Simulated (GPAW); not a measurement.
# Work function of a 8-layer slab of Na(100) at several levels, part 2 of 2

How far do functional and basis move the work function of a 8-layer slab of Na(100)?

GPAW 26.7.0; GPAW, PAW setups; slab in vacuum, relaxation (the session's first sound run).

So far, upper work function (eV): step 2 (relaxing the atoms, PBE, GPAW) 2.65; step 5 (OptPBE vdW: xc = "optPBE-vdW", GPAW, PAW setups, GPAW) 2.78; step 6 (self-consistent run: xc = "LDA") 2.76; step 7 (self-consistent run: xc = "RPBE") 2.58; step 8 (self-consistent run: xc = "revPBE") 2.57.

**9. Real-space grid: mode = "fd"**

A real-space grid is a second complete basis, so it checks the plane-wave result.

run.py

```python
import json
import numpy as np
from ase import Atoms
from gpaw import GPAW

slab = Atoms(
    ['Na', 'Na', 'Na', 'Na', 'Na', 'Na', 'Na', 'Na'],
    positions=[
        [2.11500, 2.11500, 8.00000],
        [0.00000, 0.00000, 10.11500],
        [2.11500, 2.11500, 12.23000],
        [0.00000, 0.00000, 14.34500],
        [2.11500, 2.11500, 16.46000],
        [0.00000, 0.00000, 18.57500],
        [2.11500, 2.11500, 20.69000],
        [0.00000, 0.00000, 22.80500]],
    cell=[[4.23, 0.0, 0.0], [0.0, 4.23, 0.0], [0.0, 0.0, 30.805]],
    pbc=[True, True, False])

slab.calc = GPAW(mode='fd', h=0.18, xc='PBE', kpts={'size': (8, 8, 1), 'gamma': True},
                 occupations={'name': 'fermi-dirac', 'width': 0.1}, nbands='160%',
                 convergence={'density': 1e-05}, maxiter=200,
                 poissonsolver={'dipolelayer': 'xy'},
                 symmetry={'tolerance': 1e-3}, txt='slab.txt')
result = {}
energy = slab.get_potential_energy()
fermi = slab.calc.get_fermi_level()
v = slab.calc.get_electrostatic_potential().mean((0, 1)) - fermi
n = slab.calc.get_pseudo_density().mean((0, 1))
L = slab.cell[2, 2]
z = np.arange(len(v)) * L / len(v)
low, high = slab.positions[:, 2].min(), slab.positions[:, 2].max()
below, above = np.interp([low - 5.8, high + 5.8], z, v)
slopes = [np.interp(x, z, np.gradient(v, z)) for x in (low - 5.8, high + 5.8)]
eps = np.array([[slab.calc.get_eigenvalues(k, s) for k in range(len(slab.calc.get_ibz_k_points()))]
                for s in range(slab.calc.get_number_of_spins())]) - fermi
top, bottom = eps[eps < 0].max(), eps[eps > 0].min()
dipole = slab.get_dipole_moment()[2]
print(f'energy {energy:.4f} eV, Fermi level {fermi:.4f} eV, dipole {dipole:.5f} e A')
print(f'potential 5.8 A off the faces, from the Fermi level: lower {below:.4f} eV, upper {above:.4f} eV')
print(f'slope of the potential there: lower {slopes[0]:.5f}, upper {slopes[1]:.5f} eV/A')
print(f'nearest levels on the mesh: {top:.4f} and {bottom:.4f} eV')
print('magnetic moment', round(slab.get_magnetic_moment(), 3))
result.update(energy=energy, fermi=fermi, dipole=dipole, below=below, above=above, slopes=slopes, edges=[top, bottom],
              z=z.tolist(), v=v.tolist(), n=n.tolist(), positions=slab.positions.tolist(),
              forces=slab.get_forces(apply_constraint=False).tolist(), moments=slab.get_magnetic_moments().tolist())
json.dump(result, open('result.json', 'w'))
```

On the command line:

```sh
> OMP_NUM_THREADS=1 OPENBLAS_NUM_THREADS=1 python run.py
```

What it wrote:

```text
energy -10.1215 eV, Fermi level -2.6490 eV, dipole -0.00001 e A
potential 5.8 A off the faces, from the Fermi level: lower 2.6488 eV, upper 2.6489 eV
slope of the potential there: lower -0.00045, upper 0.00045 eV/A
nearest levels on the mesh: -0.0863 and 0.0405 eV
magnetic moment 0.0
```

Elapsed: 9.1 min, on 1 thread of Arm Neoverse V2, shared host; peak memory 1.9 GiB.

This step gave:

| Quantity | Value |
| --- | --- |
| dipole along the normal | -6.14e-6 e·Å |
| levels nearest the Fermi level on the mesh | -0.08632, 0.04048 eV from the Fermi level |
| upper work function | 2.649 eV |
| lower work function | 2.649 eV |

The upper face's work function is 2.649 eV, against 2.650 eV in the first plane-wave PBE run at this geometry.

**10. Atomic orbitals: mode = "lcao"**

Atom-centred orbitals end a few angstrom from the surface, which tests how much the density's tail matters.

Changes to run.py since step 9:

```diff
@@ -19,4 +19,4 @@
 
-slab.calc = GPAW(mode='fd', h=0.18, xc='PBE', kpts={'size': (8, 8, 1), 'gamma': True},
-                 occupations={'name': 'fermi-dirac', 'width': 0.1}, nbands='160%',
+slab.calc = GPAW(mode='lcao', basis='dzp', h=0.18, xc='PBE', kpts={'size': (8, 8, 1), 'gamma': True},
+                 occupations={'name': 'fermi-dirac', 'width': 0.1}, nbands='120%',
                  convergence={'density': 1e-05}, maxiter=200,
```

What it wrote:

```text
energy -9.7132 eV, Fermi level -2.6396 eV, dipole -0.00000 e A
potential 5.8 A off the faces, from the Fermi level: lower 2.6395 eV, upper 2.6395 eV
slope of the potential there: lower -0.00013, upper 0.00013 eV/A
nearest levels on the mesh: -0.0856 and 0.0342 eV
magnetic moment 0.0
```

It took 17 min on 1 thread; peak memory 0.75 GiB.

This step gave:

* dipole along the normal: -3.28e-7 e·Å
* levels nearest the Fermi level on the mesh: -0.08561, 0.03420 eV from the Fermi level
* upper work function: 2.640 eV
* lower work function: 2.640 eV

The upper face's work function is 2.640 eV, against 2.650 eV in the first plane-wave PBE run at this geometry.

**11. The ladder**

Times are for 1 thread of Arm Neoverse V2, shared host. The series side by side:

| no. | run | upper work function (eV) | time | memory (GiB) |
| --- | --- | --- | --- | --- |
| 1 | pw | 2.650 | 1.8 min | 0.38 |
| 2 | vdW DF2 | 2.903 | 2 min | 0.66 |
| 3 | optPBE vdW | 2.782 | 2.1 min | 0.66 |
| 4 | LDA | 2.764 | 98 s | 0.38 |
| 5 | RPBE | 2.582 | 1.9 min | 0.38 |
| 6 | revPBE | 2.572 | 1.9 min | 0.38 |
| 7 | fd | 2.649 | 9.1 min | 1.9 |
| 8 | lcao | 2.640 | 17 min | 0.75 |

**12. Side by side**

Results and costs are gathered.

This step: comparison of work functions, dipole and cost (GPAW 26.7.0).

Ladder, by row:

| step | code | work function, upper (eV) | work function, lower (eV) | dipole (e Å) | wall time (s) | peak memory (GiB) | threads |
| --- | --- | --- | --- | --- | --- | --- | --- |
| pw | GPAW | 2.65 | 2.65 | -2.53e-4 | 105.7 | 0.38 | 1 |
| vdW-DF2 | GPAW | 2.903 | 2.903 | -2.90e-4 | 119.8 | 0.66 | 1 |
| optPBE-vdW | GPAW | 2.782 | 2.782 | -2.55e-4 | 123.2 | 0.66 | 1 |
| LDA | GPAW | 2.764 | 2.764 | -2.59e-4 | 97.79 | 0.38 | 1 |
| RPBE | GPAW | 2.582 | 2.582 | -2.43e-4 | 111.8 | 0.38 | 1 |
| revPBE | GPAW | 2.572 | 2.572 | -2.43e-4 | 113 | 0.38 | 1 |
| fd | GPAW | 2.649 | 2.649 | -6.14e-6 | 543.7 | 1.87 | 1 |
| lcao | GPAW | 2.64 | 2.64 | -3.28e-7 | 1008 | 0.75 | 1 |

**13. Results**

| Property | Result |
| --- | --- |
| work function, both faces | 2.65 eV |
| dipole along the normal | -2.5e-4 e Å, near the numerical noise |

With plane waves and PBE the work function is 2.65 eV on the upper face and 2.65 eV on the lower. The measured value for polycrystalline Na, which weights the faces of low work function, is 2.75 eV (as compiled in "Anisotropic work function of elemental crystals", 2019, arxiv:1902.07811); the relaxed upper face lies 0.10 eV under it with PBE, and LDA comes nearest (2.76 eV). Measured work functions scatter by a tenth of an eV or more between methods. Over the sound runs of the table the upper face's work function spans 2.572 (revPBE) to 2.903 eV (vdW-DF2). The small printed dipole stands for a step of 2.6 meV from the lower to the upper face, and the probes find 0.066 meV; values this small are near the numerical noise of both. The in-plane lattice was kept as typed, which isn't the functional's own and leaves some strain; spin-orbit coupling and temperature are left out.

[Logs are printed without paths, hosts, clocks, repeated set-up lines and the standing remarks that a program may print on its own settings, such as how far it seeks lower states.]

[Hosts, paths, dates, database ids (printed as entryN), source tags and the programs' standing remarks are cut or masked in the printed files.]
